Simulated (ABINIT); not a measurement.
## CsPbCl3 (Pm-3m): G0W0 in ABINIT against the screening cutoff in the self-energy

How does the gap of CsPbCl3 (Pm-3m) converge in the screening cutoff in the self-energy?

Calculated with ABINIT 10.8.3; PBE and many-body steps on it, plane waves.

Most raw output is cut from this account.

## (1) Set-up

It takes space group Pm-3m (No. 221, cubic). Conventional cell: a = 5.605 Å, b = 5.605 Å, c = 5.605 Å, α = 90.00°, β = 90.00°, γ = 90.00°. Nearest to Cs lie 12 Cl at 3.96 Å. Pb has 6 Cl at 2.80 Å nearest. Nearest to Cl lie 2 Pb at 2.80 Å and 4 Cs at 3.96 Å. Farther neighbours and most contacts between anions are not listed.

The cell and positions come from the Crystallography Open Database and are kept as given unless a step says otherwise. Spin-orbit coupling is left out unless a step names it.

## (2) Screening, 2×2×2 mesh, 547 bands, screening to 217.7 eV

This step: ABINIT 10.8.3; RPA screening on PBE, plane waves, norm-conserving pseudopotentials.

The RPA dielectric matrix is built and inverted for each q.

Contents of run.abi:

```
acell 3*1.0 Angstrom
rprim 
  5.605000000000 0.000000000000 0.000000000000
  0.000000000000 5.605000000000 0.000000000000
  0.000000000000 0.000000000000 5.605000000000
ntypat 3
znucl 55 82 17
natom 5
typat 1 2 3 3 3
xred 
  0.000000000000 0.000000000000 0.000000000000
  0.500000000000 0.500000000000 0.500000000000
  0.500000000000 0.500000000000 0.000000000000
  0.000000000000 0.500000000000 0.500000000000
  0.500000000000 0.000000000000 0.500000000000
pp_dirpath "pseudos"
pseudos "Cs.upf, Pb.upf, Cl.upf"
ecut 25
ngkpt 2 2 2
nshiftk 1
shiftk 0 0 0
kptopt 1
chksymbreak 0
istwfk *1
occopt 1
irdwfk 1
optdriver 3
nband 547
ecuteps 8
inclvkb 2
awtr 1
symchi 1
indata_prefix "in"
outdata_prefix "out"
tmpdata_prefix "tmp"
```

Run with:

```
> OMP_NUM_THREADS=1 mpirun -n 8 abinit run.abi > log
```

The job ended after 69 s (8 MPI ranks of AMD EPYC 9R45, shared host; peak memory 4.8 GiB; 9.1 min of CPU time).

Numbers from this step:

```yaml
eps_infinity_with_local_fields_on_this_mesh_along_the_program_s_q_direction: 7.206
the_same_without_local_fields: 8.292
plasma_frequency: 18.56 eV
plane_waves_in_the_screening_matrix: 1309
```

Local fields lower ε∞ by 13 %. On a Γ-centred mesh this coarse the value itself is usually too large, while a short band sum pulls it down.

## (3) 0.8 Ha

This step: G0W0 on PBE, plane waves, norm-conserving pseudopotentials.

run.abi, as its differences from that of step 2:

```diff
@@ -26,8 +26,17 @@
 irdwfk 1
-optdriver 3
+optdriver 4
 nband 547
-ecuteps 8
-inclvkb 2
-awtr 1
-symchi 1
+gwcalctyp 0
+ecutsigx 25
+symsigma 1
+nkptgw 2
+kptgw 
+  0.5000000000 0.5000000000 0.5000000000
+  0.0000000000 0.0000000000 0.0000000000
+bdgw 
+  19 25
+  20 25
+ecuteps 0.8
+irdscr 1
+ppmodel 1
 indata_prefix "in"
```

The job ended after 3.8 s (8 MPI ranks; peak memory 1.8 GiB).

This step gave:

| Item | Value |
| --- | --- |
| G0W0 gap on the points computed | 2.814 eV |
| starting gap on the mesh | 1.933 eV |
| k of the valence top | 0.5, 0.5, 0.5 |
| k of the conduction bottom | 0.5, 0.5, 0.5 |
| Z at the valence top | 0.83 |
| Z at the conduction bottom | 0.835 |
| least direct G0W0 gap on the computed points | 2.814 eV |

## (4) 1.6 Ha

run.abi, as its differences from that of step 3:

```diff
@@ -38,3 +38,3 @@
   20 25
-ecuteps 0.8
+ecuteps 1.6
 irdscr 1
```

The job ended after 5.1 s (8 MPI ranks; peak memory 1.8 GiB; 39 s of CPU time).

This step gave:

```
G0W0 gap on the points computed              : 2.856 eV
starting gap on the mesh                     : 1.933 eV
k of the valence top                         : 0.5, 0.5, 0.5
k of the conduction bottom                   : 0.5, 0.5, 0.5
Z at the valence top                         : 0.803
Z at the conduction bottom                   : 0.822
least direct G0W0 gap on the computed points : 2.856 eV
```

## (5) 2.8 Ha

The self-energy is evaluated for the states that the input lists, and the levels follow from it, in one-shot runs by the linearised quasiparticle equation.

run.abi, as its differences from that of step 4:

```diff
@@ -38,3 +38,3 @@
   20 25
-ecuteps 1.6
+ecuteps 2.8
 irdscr 1
```

Elapsed: 9.5 s, on 8 MPI ranks; peak memory 2.4 GiB.

This step gave:

* G0W0 gap on the points computed: 3.049 eV
* starting gap on the mesh: 1.933 eV
* k of the valence top: 0.5, 0.5, 0.5
* k of the conduction bottom: 0.5, 0.5, 0.5
* least direct G0W0 gap on the computed points: 3.049 eV

The gap on the mesh goes from 1.93 eV to 3.05 eV, a correction of +1.12 eV.

## (6) 4 Ha

run.abi, as its differences from that of step 5:

```diff
@@ -38,3 +38,3 @@
   20 25
-ecuteps 2.8
+ecuteps 4
 irdscr 1
```

Elapsed: 24 s, on 8 MPI ranks; peak memory 3.3 GiB; 3.1 min of CPU time.

Numbers from this step:

- G0W0 gap on the points computed: 3.155 eV
- starting gap on the mesh: 1.933 eV
- k of the valence top: 0.5, 0.5, 0.5
- k of the conduction bottom: 0.5, 0.5, 0.5
- least direct G0W0 gap on the computed points: 3.155 eV

Against the run before, the gap moves by +0.106 eV.

## (7) 6 Ha

run.abi, as its differences from that of step 6:

```diff
@@ -38,3 +38,3 @@
   20 25
-ecuteps 4
+ecuteps 6
 irdscr 1
```

Wall time 70 s (8 MPI ranks); peak memory 4.4 GiB; 9.3 min of CPU time.

This step gave:

* G0W0 gap on the points computed: 3.226 eV
* starting gap on the mesh: 1.933 eV
* k of the valence top: 0.5, 0.5, 0.5
* k of the conduction bottom: 0.5, 0.5, 0.5
* least direct G0W0 gap on the computed points: 3.226 eV

Against the run before, the gap moves by +0.071 eV.

## (8) 8 Ha

run.abi, as its differences from that of step 7:

```diff
@@ -38,3 +38,3 @@
   20 25
-ecuteps 6
+ecuteps 8
 irdscr 1
```

It took 2.8 min on 8 MPI ranks; peak memory 7.3 GiB.

Numbers from this step:

```yaml
g0w0_gap_on_the_points_computed: 3.255 eV
starting_gap_on_the_mesh: 1.933 eV
k_of_the_valence_top: 0.5, 0.5, 0.5
k_of_the_conduction_bottom: 0.5, 0.5, 0.5
least_direct_g0w0_gap_on_the_computed_points: 3.255 eV
```

Against the run before, the gap moves by +0.029 eV.

## (9) The runs together

Times are wall times on 8 MPI ranks of AMD EPYC 9R45, shared host, good to a factor of about two. A run's time includes the screening step that it read.

| run | mesh | bands | screening cutoff (eV) | DFT gap (eV) | gap on the mesh (eV) | direct (eV) | ε∞ used | time |
| --- | --- | --- | --- | --- | --- | --- | --- | --- |
| 0.8 Ha | 2×2×2 | 547 | 21.8 | 1.933 | 2.814 | 2.814 | 7.21 | 73 s |
| 1.6 Ha | 2×2×2 | 547 | 43.5 | 1.933 | 2.856 | 2.856 | 7.21 | 74 s |
| 2.8 Ha | 2×2×2 | 547 | 76.2 | 1.933 | 3.049 | 3.049 | 7.21 | 78 s |
| 4 Ha | 2×2×2 | 547 | 108.8 | 1.933 | 3.155 | 3.155 | 7.21 | 92 s |
| 6 Ha | 2×2×2 | 547 | 163.3 | 1.933 | 3.226 | 3.226 | 7.21 | 2.3 min |
| 8 Ha | 2×2×2 | 547 | 217.7 | 1.933 | 3.255 | 3.255 | 7.21 | 3.9 min |

## (10) Summary of results

```yaml
0p8_ha: 2.814 eV
1p6_ha: 2.856 eV
2p8_ha: 3.049 eV
4_ha: 3.155 eV
6_ha: 3.226 eV
8_ha: 3.255 eV
known_limits: not at the basis limit; exchange with frozen shells missing; no spin-orbit coupling; coarse k mesh
```

What this shows: The setting moved: screening cutoff in the self-energy. From 0.8 Ha to 8 Ha the gap moves by +0.44 eV, for 3.2 times the time. The last step still moves it by +0.029 eV. Bands and screening cutoff are coupled, so a series along one setting does not show full convergence. Bands and cutoff are finite, so the gap is not at the basis limit. The miss can reach some tenths of an eV and take either sign; the mesh is an error of its own. In the G0W0 runs levels were corrected at 2 k points alone, so a gap called «on the mesh» is the least over those, and an edge elsewhere would be missed. The 2×2×2 mesh is coarse for this cell, which bears on the long-range parts of exchange and screening. Where an edge is built on 6p states of lead, bismuth or thallium, scalar-relativistic gaps usually stand too wide, by a few tenths to over one eV. This is the ideal cubic cell; many perovskites, halides above all, are cubic only on average, and local tilts or off-centring can widen the gap. The norm-conserving file of at least one element keeps a d shell over frozen s and p shells of the same row. Exchange with those shells is missing from the self-energy, an error of 0.3 to 0.9 eV in cases checked, whose sign depends on which edge lies on those atoms. The many-body steps are scalar-relativistic: spin-orbit coupling is not in them.

[Paths, hosts, dates, memory and timing lines, banners, echoed tables and standing remarks are left out of the program output.]

[Logs are printed without paths, hosts, clocks, repeated set-up lines and the standing remarks that a program may print on its own settings, such as how far it seeks lower states.]

[Runs of the session that timed out or met a known fault of the program may be left out.]

[Hosts, paths, dates, database ids (printed as entryN), source tags and the programs' standing remarks are cut or masked in the printed files.]

[G0W0 gaps are taken among the corrected bands and points alone; a level outside them can change the order at an edge.]

[Where Ansatz stands beside ABINIT at settings called matched, ABINIT's density can come from a denser mesh and the files from another edition; pairs whose starting gaps differed by over 0.03 eV were left out, so agreement reads better than it is.]
